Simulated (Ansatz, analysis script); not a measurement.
# Energy of spin spirals in a free-standing square Mo monolayer, spacing 3.288 Å, part 2 of 2

Spirals are solved in the crystal's own cell at each q. What do they say of the order in a free-standing square Mo monolayer, spacing 3.288 Å?

Ansatz 0.2.0; PBEsol, PAW set soft_1 (files made for PBE).

So far, integrated |m| (μB): step 2 (the collinear state) 3.77.

## (6) q = (0, 0.5, 0)

Level of this step: Ansatz DFT, spin spiral by the generalised Bloch theorem, no spin-orbit coupling; PBEsol, PAW set soft_1; PAW set soft_1 (Ansatz).

Contents of input.yaml:

```yaml
crystal:
  lattice:
    - [3.288, 0.0, 0.0]
    - [0.0, 3.288, 0.0]
    - [0.0, 0.0, 14.0]
  atoms:
    - { symbol: Mo, position: [0.0, 0.0, 0.5], spin: 3.18, spin_axis: [1.0, 0.0, 0.0] }
kpoints:
  mp_grid: { grid: [16, 16, 1] }
hamiltonian:
  xc: pbesol
  pseudopotentials: { kind: paw, azcp: { folder: soft_1 }, xc_functional: pbe }
scf:
  occupations: { method: fermi_dirac, width: 0.05 }
  max_iter: 120
  convergence: { dr2_threshold: 1.0e-08 }
  lower_state_search: "off"
basis:
  ecutwfc: 420.0
magnetization:
  noncollinear: true
  spin_spiral: { q: [0.0, 0.5, 0.0] }
checkpoint:
  read: start
```

The run is started by

```console
$ ansatz run input.yaml --threads 1 --pin off --max-ram 2048MiB --backend cpu --events-out ev --progress --plain --runs-dir out
```

Numbers of over 12 decimals in the logs are rounded to 6 here.

Output:

```text
[...]
Crystal: 1 atoms, lattice volume = 151.353 Å³
Basis set: ecut = 420 eV, 2991 PW (Γ)
Bands: 22, of which v1, the nominal top of the filled ones, is band 14 counted from 1 (13 counted from 0)
Symmetry: 4 space group operations
k-points: 81 of 256
[...]
SCF iter  10: F=-4892.087466 eV  HF=-4892.087466 eV  |F-HF|=2.26e-9  |Δ(HF+E_count)|=   2.44e-7  Δρ=2.08e-6  dr2=9.48e-10  dr2_m=1.76e-9  ethr=7.14e-11  |M|=3.80e0 ∫|m|=4.44e0 μB  |m|>n=1.7e-2 m-floor=1.7e-2 τ_xc=1.2e-2 mc-row=1.7e-2 uncertified=1  ⟨swp⟩=2.0  Hψ=5781  notcnv=0
SCF 1 converged in 10 iterations: F = -4892.087466 eV  dr2 = 9.48e-10
[...]
SCF converged after 10 iterations
Magnetization: |M| = 3.7980 μB,  M = (+3.7980, -0.0000, +0.0000) μB
Absolute magnetization: 4.4414 μB (∫|m|, with the PAW one-centre terms)
  site 0: m = (+3.6970, -0.0000, +0.0000) μB, |m| = 3.6970 μB  (R = 1.36 Å)
Free energy (F): -4892.087466 eV
[...]
Internal energy: -4892.073713 eV  (E = F + TS)
E sigma→0 (E₀):  -4892.080590 eV
Entropy (-TS):   -0.013753 eV (-13.753 meV/atom)
Fermi energy:    -1.626513 eV
[...]
```

Run time: 58 s. Hardware: 1 thread of Arm Neoverse V1, shared host; peak memory 0.79 GiB.

The energy of the cell lies 341 meV below that at q = 0, and the largest moment is 3.70 μB against 3.18 μB.

## (7) q = (0.25, 0.5, 0)

input.yaml, as its differences from that of step 6:

```diff
@@ -21,3 +21,3 @@
   noncollinear: true
-  spin_spiral: { q: [0.0, 0.5, 0.0] }
+  spin_spiral: { q: [0.25, 0.5, 0.0] }
 checkpoint:
```

Output:

```text
[...]
Crystal: 1 atoms, lattice volume = 151.353 Å³
Basis set: ecut = 420 eV, 2991 PW (Γ)
Bands: 22, of which v1, the nominal top of the filled ones, is band 14 counted from 1 (13 counted from 0)
Symmetry: 2 space group operations
k-points: 130 of 256
[...]
SCF iter   9: F=-4892.187165 eV  HF=-4892.187165 eV  |F-HF|=1.93e-9  |Δ(HF+E_count)|=   5.01e-8  Δρ=1.25e-6  dr2=2.00e-9  dr2_m=8.77e-10  ethr=5.30e-11  |M|=3.64e0 ∫|m|=4.37e0 μB  |m|>n=1.5e-2 m-floor=1.5e-2 τ_xc=6.2e-2 mc-row=1.5e-2 uncertified=14  ⟨swp⟩=3.0  Hψ=6677  notcnv=0
SCF 1 converged in 9 iterations: F = -4892.187165 eV  dr2 = 2.00e-9
[...]
SCF converged after 9 iterations
Magnetization: |M| = 3.6448 μB,  M = (+3.6448, -0.0000, +0.0000) μB
Absolute magnetization: 4.3683 μB (∫|m|, with the PAW one-centre terms)
  site 0: m = (+3.6754, -0.0000, +0.0000) μB, |m| = 3.6754 μB  (R = 1.36 Å)
Free energy (F): -4892.187165 eV
[...]
Internal energy: -4892.179722 eV  (E = F + TS)
E sigma→0 (E₀):  -4892.183444 eV
Entropy (-TS):   -0.007443 eV (-7.443 meV/atom)
Fermi energy:    -1.664863 eV
[...]
```

Wall time 90 s (1 thread); peak memory 1.1 GiB.

The energy of the cell lies 441 meV below that at q = 0, and the largest moment is 3.68 μB against 3.18 μB.

## (8) q = (0.5, 0.5, 0)

input.yaml, as its differences from that of step 7:

```diff
@@ -21,3 +21,3 @@
   noncollinear: true
-  spin_spiral: { q: [0.25, 0.5, 0.0] }
+  spin_spiral: { q: [0.5, 0.5, 0.0] }
 checkpoint:
```

Output:

```text
[...]
Crystal: 1 atoms, lattice volume = 151.353 Å³
Basis set: ecut = 420 eV, 2991 PW (Γ)
Bands: 22, of which v1, the nominal top of the filled ones, is band 14 counted from 1 (13 counted from 0)
Symmetry: 4 space group operations
k-points: 73 of 256
[...]
SCF iter   8: F=-4892.303346 eV  HF=-4892.303346 eV  |F-HF|=1.10e-10  |Δ(HF+E_count)|=   1.70e-8  Δρ=4.79e-7  dr2=9.49e-11  dr2_m=1.25e-10  ethr=5.10e-11  |M|=3.06e0 ∫|m|=4.14e0 μB  |m|>n=1.4e-2 m-floor=1.4e-2 τ_xc=1.4e-2 mc-row=1.4e-2 uncertified=2  ⟨swp⟩=1.0  Hψ=4384  notcnv=0
SCF 1 converged in 8 iterations: F = -4892.303346 eV  dr2 = 9.49e-11
[...]
SCF converged after 8 iterations
[...]
Magnetization: |M| = 3.0570 μB,  M = (+3.0570, +0.0000, +0.0000) μB
Absolute magnetization: 4.1377 μB (∫|m|, with the PAW one-centre terms)
  site 0: m = (+3.5989, +0.0000, +0.0000) μB, |m| = 3.5989 μB  (R = 1.36 Å)
Free energy (F): -4892.303346 eV
[...]
Internal energy: -4892.299327 eV  (E = F + TS)
E sigma→0 (E₀):  -4892.301336 eV
Entropy (-TS):   -0.004019 eV (-4.019 meV/atom)
Fermi energy:    -1.942828 eV
[...]
```

Wall time 51 s (1 thread); peak memory 0.77 GiB.

The energy of the cell lies 557 meV below that at q = 0, and the largest moment is 3.60 μB against 3.18 μB.

2 more runs differ from these in the same keys alone and are tabled below.

## (9) Analysis

| q (reciprocal lattice) | path length (1/Å) | E(q) − E(0) (meV a magnetic atom) | \|m\| Mo no. 1 (μB) |
| --- | --- | --- | --- |
| (0, 0, 0) | 0.000 | 0.00 | 3.18 |
| (0, 0.25, 0) | 0.478 | -146.11 | 3.56 |
| (0, 0.5, 0) | 0.955 | -341.36 | 3.70 |
| (0.25, 0.5, 0) | 1.433 | -441.06 | 3.68 |
| (0.5, 0.5, 0) | 1.911 | -557.24 | 3.60 |
| (0.375, 0.375, 0) | 2.249 | -465.57 | 3.64 |
| (0.125, 0.125, 0) | 2.924 | -76.32 | 3.45 |
| (0, 0, 0) | 3.262 | 0.00 | 3.18 |

## (10) Exchange couplings from E(q)

For rigid moments E(q) is a sum of cosines over neighbour shells, so a fit gives the couplings, and from them an ordering temperature.

E = −Σ J e·e over ordered pairs (each pair twice, J > 0 for parallel moments) is fitted to 6 points (copies by symmetry counted).

The fitted shells:

| pair | distance (Å) | neighbours a magnetic atom | J (meV) |
| --- | --- | --- | --- |
| Mo-Mo | 3.288 | 4 | -69.8 |
| Mo-Mo | 4.65 | 4 | -7.98 |
| Mo-Mo | 6.576 | 4 | 5.216 |

Numbers from this step:

```
r.m.s. miss of the fit             : 5.605 meV
ordering temperature, mean field   : 2074 K
wavevector of the mean-field order : 0.5, 0.5, 0 reciprocal lattice
```

## (11) Summary of results

```
lowest point of the path : q = (0.5, 0.5, 0), -557 meV a magnetic atom from q = 0
highest point            : 0 meV a magnetic atom
J of the nearest shell   : -69.8 meV
mean-field temperature   : 2074 K
```

In words: The state at q = (0.5, 0.5, 0) lies 557 meV a magnetic atom below the ferromagnetic start, so that start is not the lowest state; a flat spiral with q made of halves, on one magnetic atom a cell, is a collinear order of a doubled cell. The moments change by at most 17 % from their size at q = 0, a modest change. The fit misses by 1.0 % of the energy range, so the shells describe the path well, though few points can't fix distant couplings. In a sheet or chain isotropic couplings alone give no order above 0 K (Mermin and Wagner), so the mean-field number is only an energy scale. The temperatures are those of classical unit spins, and mean field runs high. The 7 spiral runs took 6.2 min of wall time, added up. Energies are free energies at a smearing of 0.05 eV, and with partly filled levels differences shift, at times strongly, as the smearing goes to zero. The cell was taken as built, with atoms unrelaxed. In doubt: the program's search for lower states was switched off, so a lower magnetic state than those reached may exist.

[Logs and program files are shortened in this print: banners, set-up blocks, solver, clock and traceback lines can be left out without a mark of their own.]

[Logs are printed without paths, hosts, clocks, repeated set-up lines and the standing remarks that a program may print on its own settings, such as how far it seeks lower states.]

[Hosts, paths, dates, database ids (printed as entryN), source tags and the programs' standing remarks are cut or masked in the printed files.]
